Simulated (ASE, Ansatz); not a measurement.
## Structural relaxation of Σ25 (710)[001] symmetric tilt boundary in CeO2 (300 atoms)

Wanted: the relaxed structure of Σ25 (710)[001] symmetric tilt boundary in CeO2 (300 atoms) and its electronic structure.

Calculated with Ansatz 0.2.0; Kohn-Sham DFT, LDA, PAW (set soft_2), plane waves.

### Step 1. The structure

The cell holds 300 atoms: 100 Ce and 200 O. Cell: a = 5.411 Å, b = 19.131 Å, c = 42.162 Å, α = 90.0°, β = 90.0°, γ = 90.0°. It derives from CeO2 (fluorite-type). Fluorite-type CeO2 (a = 5.411 Å); two grains mirrored in (710), tilt axis [001], misorientation 16.26 deg; 1 x 1 boundary periods, 1 lattice periods a grain, two boundaries a cell, upper grain shifted by [0.816, 0.5] of the boundary cell and opened by 1.95 Å, no atom removed; not relaxed, displaced by a Gaussian of 0.02 Å. Regions: lower grain, 150 atoms (50 Ce and 100 O); upper grain, 150 atoms (50 Ce and 100 O).

Limits known from the start: The cell is under 6 Å thick along one periodic direction, so every atom has periodic images of itself close by, which move with it and show among its neighbours and in g(r). The host structure and its lattice constant were typed by rule, without a check against the phase diagram. The main run has no spin polarisation, so moments on Ce can't form in it, and no Hubbard term. Spin–orbit coupling is left out, which matters for the levels of the heavy elements.

### Step 2. Single point at the start

A single point comes first, to see the forces before anything moves.

input.yaml

```yaml
crystal:
  lattice:
    - [5.411, 0.0, 0.0]
    - [0.0, 19.13077, 0.0]
    - [0.0, 0.0, 42.16155]
  atoms:
    - { symbol: Ce, position: [0.99917, 0.95914, 0.32724] }
    - { symbol: O, position: [0.25571, 0.90223, 0.36267] }
    - { symbol: O, position: [0.74858, 0.7811, 0.43523] }
    - { symbol: Ce, position: [0.00418, 0.83852, 0.39879] }
    - { symbol: O, position: [0.25079, 0.78064, 0.4354] }
    - { symbol: O, position: [0.75194, 0.66085, 0.05455] }
    - { symbol: Ce, position: [0.50081, 0.97989, 0.39019] }
    - { symbol: O, position: [0.75076, 0.92024, 0.42639] }
    - { symbol: O, position: [0.24777, 0.79857, 0.04538] }
    - { symbol: Ce, position: [0.99851, 0.91845, 0.19942] }
    - { symbol: O, position: [0.24504, 0.85962, 0.23585] }
    - { symbol: O, position: [0.74684, 0.74026, 0.30872] }
    - { symbol: Ce, position: [0.99916, 0.79989, 0.27166] }
    - { symbol: O, position: [0.24493, 0.73861, 0.30827] }
    - { symbol: O, position: [0.75248, 0.62077, 0.38078] }
    - { symbol: Ce, position: [0.99439, 0.67986, 0.34457] }
    - { symbol: O, position: [0.25158, 0.61928, 0.38058] }
    - { symbol: O, position: [0.74884, 0.4968, 0.99961] }
    - { symbol: Ce, position: [0.00503, 0.5608, 0.41798] }
    - { symbol: O, position: [0.25227, 0.5012, 0.99999] }
    - { symbol: O, position: [0.75326, 0.37929, 0.0728] }
    - { symbol: Ce, position: [0.50419, 0.93963, 0.26328] }
    - { symbol: O, position: [0.74716, 0.88067, 0.29969] }
    - { symbol: O, position: [0.24254, 0.76064, 0.3726] }
    - { symbol: Ce, position: [0.49907, 0.81792, 0.33536] }
    - { symbol: O, position: [0.75579, 0.75966, 0.37256] }
    - { symbol: O, position: [0.25063, 0.63928, 0.44431] }
    - { symbol: Ce, position: [0.50217, 0.69983, 0.40869] }
    - { symbol: O, position: [0.75111, 0.64032, 0.44528] }
    - { symbol: O, position: [0.2527, 0.5195, 0.06367] }
    - { symbol: Ce, position: [0.00256, 0.88126, 0.07259] }
    - { symbol: O, position: [0.24759, 0.82154, 0.10854] }
    [... 262 atom lines left out ...]
    - { symbol: Ce, position: [0.81202, 0.50062, 0.50035] }
    - { symbol: O, position: [0.0739, 0.43902, 0.91866] }
    - { symbol: O, position: [0.56387, 0.31824, 0.84458] }
    - { symbol: Ce, position: [0.31665, 0.52047, 0.88953] }
    - { symbol: O, position: [0.56652, 0.4576, 0.85441] }
    - { symbol: O, position: [0.0668, 0.34031, 0.78099] }
kpoints:
  mp_grid: { grid: [3, 1, 1] }
hamiltonian:
  xc: lda
scf:
  occupations: { method: fermi_dirac, width: 0.05 }
output:
  forces: true
  stress: true
  populations: true
  dos:
    method: { smearing: { sigma: 0.15 } }
    de: 0.1
    projected: { site_lists: { Ce: [Ce], O: [O] } }
  eigenvalues: true
```

Launch:

```bash
> ansatz run input.yaml --threads 32 --pin off --max-ram 143360MiB --backend cuda --events-out ev --progress --plain --runs-dir out
```

Numbers of over 12 decimals in the logs are rounded to 6 here.

What it wrote:

```text
Ce: projections on atomic orbitals take those of the free atom [Kr 4d10] 4f1 5s2 5p6 5d1 6s2, of charge +0.00 (hamiltonian.pseudopotentials.projection_atoms); the dataset's partial waves leave at most 1.4e-5 of an orbital's norm unspanned inside its sphere
band count auto-derived: 2053 (N_el = 2400.0; filled up to band 1200; 1500 by the electrons, moments and atoms)
Engine: ansatz 0.2.0, aarch64-unknown-linux-gnu
Pseudopotentials: kind: paw
Pseudopotential: Ce, paw, valence charge 12, recommended cutoff 420 eV (normal), Ce.paw.azcp
Pseudopotential: O, paw, valence charge 6, recommended cutoff 420 eV (normal), O.paw.azcp
Functional definition: SPW92
  exchange = slater_x
  correlation = pw_c
device memory: the entry about to start is reckoned to put 89.5 GiB on a device that reports 182.5 GiB free
GPU FFT provider: cuFFT
GPU libraries: cuBLAS 13.8.1, cuFFT 12.4.0, cuSOLVER 12.3.2
GPU matrix products: emulated (plane waves: as basis.precision tells), large ones in fixed point in workspaces of 1.00 GiB
Crystal: 300 atoms, lattice volume = 4364.420 Å³
Basis set: ecut = 420 eV, 85081 PW (Γ)
Bands: 2053, of which v1, the nominal top of the filled ones, is band 1200 counted from 1 (1199 counted from 0)
Symmetry: 1 space group operations
Space group: P1 (ITA 1), of the structure as read, at distance tolerance 1.6e-4 Å
k-points: 2 of 3 (time reversal used)
Non-local potential: Ce, projectors of the file, l = 0: 3, l = 1: 2, l = 2: 2, l = 3: 3
Non-local potential: O, projectors of the file, l = 0: 2, l = 1: 2, l = 2: 1
PAW form: soft (Blöchl's): semilocal exchange-correlation on the pseudo side does not see the compensation charge
PAW frozen core: Ce, regenerated for the run's functional, and the local potential with it (the file was generated under x = pbe(κ = 0.804, μ = 0.219515), c = pbe(β = 0.066725))
PAW frozen core: O, regenerated for the run's functional, and the local potential with it (the file was generated under x = pbe(κ = 0.804, μ = 0.219515), c = pbe(β = 0.066725))
PAW one-centre angular grid: Ce, 590 points (default); XC on 64 Gauss nodes
PAW one-centre angular grid: O, 110 points (default); XC on 64 Gauss nodes
Initial density: superposition of atomic densities (neutral atoms: chi_scale 0, normalization atom), corrected by the library's trained network
Initial wavefunctions: pseudopotential atomic-orbital guess
GPU buffer pool allocated for 1474560 grid points (all kernels)
GPU transforms: local potential and band sums: pruned to the plane-wave sphere, on 40×125×288
Functional: x = slater, c = lda
SCF iter   1: F=—  HF=-751272.592322 eV  |F-HF|=—  |Δ(HF+E_count)|=         —  Δρ=5.45e-2  dr2=2.14e2  ethr=1.77e-3  ⟨swp⟩=6.0  Hψ=16803  notcnv=0  defer=227
preconditioner: auto → LDOS  [metal: Δε(μ)=0.004 eV  Ē_g=10.560 eV  σ=0.050 eV  W_gap=0.02  n_scr=1098 (ndim 8)  ℏωp=26.4 eV  f_vac=0.069  D(μ)=192.32/eV (n_scr^D=1672)  β→1.0]
SCF iter   2: F=—  HF=-751357.157775 eV  |F-HF|=—  |Δ(HF+E_count)|=    8.46e1  Δρ=1.10e-1  dr2=6.33e2  ethr=1.77e-3  ⟨swp⟩=5.0  Hψ=10755  notcnv=0  defer=467  recentre
SCF iter   3: F=—  HF=-751270.239624 eV  |F-HF|=—  |Δ(HF+E_count)|=    8.69e1  Δρ=4.21e-2  dr2=1.23e2  ethr=1.77e-3  ⟨swp⟩=5.0  Hψ=9640  notcnv=0  defer=905
SCF iter   4: F=—  HF=-751268.548474 eV  |F-HF|=—  |Δ(HF+E_count)|=    1.69e0  Δρ=1.94e-2  dr2=3.43e1  ethr=1.77e-3  ⟨swp⟩=4.5  Hψ=9044  notcnv=0  defer=495
SCF iter   5: F=—  HF=-751268.266725 eV  |F-HF|=—  |Δ(HF+E_count)|=   2.82e-1  Δρ=3.04e-2  dr2=9.54e1  ethr=1.43e-3  ⟨swp⟩=5.5  Hψ=12388  notcnv=0  defer=531  recentre
SCF iter   6: F=—  HF=-751268.021498 eV  |F-HF|=—  |Δ(HF+E_count)|=   2.45e-1  Δρ=1.41e-2  dr2=1.90e1  ethr=1.43e-3  ⟨swp⟩=4.5  Hψ=7030  notcnv=0  defer=527
SCF iter   7: F=—  HF=-751267.772259 eV  |F-HF|=—  |Δ(HF+E_count)|=   2.49e-1  Δρ=1.25e-2  dr2=1.50e1  ethr=7.94e-4  ⟨swp⟩=5.0  Hψ=7616  notcnv=0  defer=512
SCF iter   8: F=—  HF=-751267.545900 eV  |F-HF|=—  |Δ(HF+E_count)|=   2.26e-1  Δρ=1.06e-2  dr2=1.10e1  ethr=6.25e-4  ⟨swp⟩=5.5  Hψ=7062  notcnv=0  defer=514
SCF iter   9: F=—  HF=-751267.399550 eV  |F-HF|=—  |Δ(HF+E_count)|=   1.46e-1  Δρ=8.35e-3  dr2=6.68e0  ethr=4.57e-4  ⟨swp⟩=6.0  Hψ=5221  notcnv=0  defer=509
SCF iter  10: F=—  HF=-751267.324970 eV  |F-HF|=—  |Δ(HF+E_count)|=   7.46e-2  Δρ=6.82e-3  dr2=4.36e0  ethr=2.78e-4  ⟨swp⟩=6.5  Hψ=5324  notcnv=0  defer=509
[...]
SCF iter  26: F=—  HF=-751267.261694 eV  |F-HF|=—  |Δ(HF+E_count)|=   3.00e-3  Δρ=3.82e-5  dr2=1.76e-4  ethr=1.29e-8  ⟨swp⟩=1.5  Hψ=5792  notcnv=0  defer=504
SCF iter  27: F=—  HF=-751267.261694 eV  |F-HF|=—  |Δ(HF+E_count)|=   1.21e-7  Δρ=3.31e-5  dr2=1.45e-4  ethr=7.34e-9  ⟨swp⟩=1.0  Hψ=3602  notcnv=0  defer=504
SCF iter  28: F=—  HF=-751267.261693 eV  |F-HF|=—  |Δ(HF+E_count)|=   9.79e-7  Δρ=1.93e-5  dr2=4.44e-5  ethr=6.05e-9  ⟨swp⟩=1.0  Hψ=3602  notcnv=0  defer=504
SCF iter  29: F=—  HF=-751267.261693 eV  |F-HF|=—  |Δ(HF+E_count)|=   1.26e-7  Δρ=1.32e-5  dr2=1.98e-5  ethr=1.85e-9  ⟨swp⟩=2.0  Hψ=3618  notcnv=0  defer=504
SCF iter  30: F=—  HF=-751267.261693 eV  |F-HF|=—  |Δ(HF+E_count)|=   1.12e-7  Δρ=8.62e-6  dr2=6.50e-6  ethr=8.23e-10  ⟨swp⟩=1.5  Hψ=3614  notcnv=0  defer=504
SCF iter  31: F=—  HF=-751267.261692 eV  |F-HF|=—  |Δ(HF+E_count)|=   1.20e-7  Δρ=3.34e-6  dr2=8.30e-7  ethr=2.71e-10  ⟨swp⟩=1.5  Hψ=4305  notcnv=0  defer=504
SCF iter  32: F=—  HF=-751267.261692 eV  |F-HF|=—  |Δ(HF+E_count)|=   6.75e-9  Δρ=2.24e-6  dr2=3.79e-7  ethr=3.46e-11  ⟨swp⟩=2.0  Hψ=3676  notcnv=0  defer=504
SCF iter  33: F=—  HF=-751267.261692 eV  |F-HF|=—  |Δ(HF+E_count)|=  1.16e-10  Δρ=1.81e-6  dr2=2.57e-7  ethr=1.58e-11  ⟨swp⟩=2.0  Hψ=3640  notcnv=0  defer=504
SCF iter  34: F=—  HF=-751267.261692 eV  |F-HF|=—  |Δ(HF+E_count)|=  4.66e-10  Δρ=1.17e-6  dr2=1.03e-7  ethr=1.07e-11  ⟨swp⟩=1.5  Hψ=4401  notcnv=0  defer=504
SCF iter  35: F=-751267.261692 eV  HF=-751267.261692 eV  |F-HF|=4.34e-8  |Δ(HF+E_count)|=   2.33e-9  Δρ=7.89e-7  dr2=4.52e-8  ethr=4.17e-12  ⟨swp⟩=10.5  Hψ=11709  notcnv=0
SCF 1 converged in 35 iterations: F = -751267.261692 eV  dr2 = 4.52e-8
  greatest PAW one-centre occupation: 0.990 electrons in one spin orbital (limit 2), on the Ce atom at site 261 (counted from 0), in its partial waves of l = 0
SCF converged after 35 iterations
Free energy (F): -751267.261692 eV
Harris-Foulkes:  -751267.261692 eV  (|F-HF|=4.34e-8)
Internal energy: -751265.944847 eV  (E = F + TS)
E sigma→0 (E₀):  -751266.603270 eV
Entropy (-TS):   -1.316846 eV (-4.389 meV/atom)
Fermi energy:    10.623578 eV
--- Per-component energies (eV) ---
  E_band       = -1135.930448
  E_kinetic    = 73237.281136
  E_local      = -169530.411119  (includes V_loc(G=0)·N_el)
  E_nonlocal   = 4357.738872
  E_hartree    = 69273.169259
  E_xc         = -37310.149768
  E_vxc        = -44195.403755  (∫ρ·V_xc dr)
  E_paw        = -558908.794491  (= ΣΔE_a)
  E_vpaw       = -3551.960027  (= ΣTr[D̂ρ^β])
  E_aug_tail   = 0.492075  (compensation charges beyond the density's cutoff)
  E_ewald      = -132448.190130
  E_core_change = 62.919319  (= ΣΔE_core)
  E_smearing   = -1.316846  (= −TS)
  E_closure    = 0.000000  (closes the sum)
  Σ components = -751267.261692   (vs F -751267.261692, Δ=0.00e0)
--- Forces (eV/Å), atoms counted from 1 ---
[... 300 lines of forces left out ...]
  max |Σ_I F_I| component: 1.38e-4 eV/Å
--- Stress (GPa, compression-positive) ---
       -5.792072       0.000353       0.001157
        0.000353      -6.316899      -0.082507
        0.001157      -0.082507      -9.861228
  P = ⅓ Tr σ = -7.3234 GPa (-73.234 kbar)
--- Band table (eV) ---
[... left out ...]
--- Löwdin populations: 300 sites ---
  site symbol       q [e]
[... 300 lines, one an atom, left out ...]
  spilling = 0.002136 (of n_electrons = 2400.000000)
```

Run time: 23 s. Hardware: 1 × NVIDIA GB200 with 32 threads of Arm Neoverse V2, shared host; peak memory 8.8 GiB; 62 s of CPU time.

The column dr2 measures how far the density is from self-consistency, as an energy; F and HF (Harris–Foulkes) agree once it is small.

That memory is the host's; the program planned up to 89.5 GiB on the GPU. Forces of this run were stored rounded, and per-atom blocks of the log weren't kept.

Read from the output:

- free energy: -751267.2617 eV
- free energy per atom: -2504.2242 eV/atom
- SCF cycles: 35
- pressure: -7.323 GPa
- r.m.s. force component: 0.8896 eV/Å
- longest force: 6.165 eV/Å
- Fermi energy: 10.62 eV
- levels partly filled by over 2 per cent: 71
- spilling of the projection: 0.002136

The r.m.s. force component of 0.89 eV/Å and the pressure of -7.3 GPa set the starting point.

Neighbours are counted within 2.62 Å (O-Ce).

Length of the force by element and coordination:

```
element  coordination  atoms  mean length of the force (eV/Å)  spread   least  most
     Ce           all    100                             1.60    1.41   0.186  6.17
     Ce             4     12                             3.37    1.81   0.736  6.17
     Ce             6      4                             5.33   0.552    4.77  5.92
     Ce             8     84                             1.16   0.766   0.186  3.02
      O           all    200                            0.858   0.749  0.0793  3.09
      O             2     24                             1.15   0.847   0.225  2.40
      O             3      8                             2.66   0.266    2.31  3.09
      O             4    168                            0.729   0.615  0.0793  2.36
```

(Continued in part 2 of 3.)

[Logs are printed without paths, hosts, clocks, repeated set-up lines and the standing remarks that a program may print on its own settings, such as how far it seeks lower states.]

[Hosts, paths, dates, database ids (printed as entryN), source tags and the programs' standing remarks are cut or masked in the printed files.]
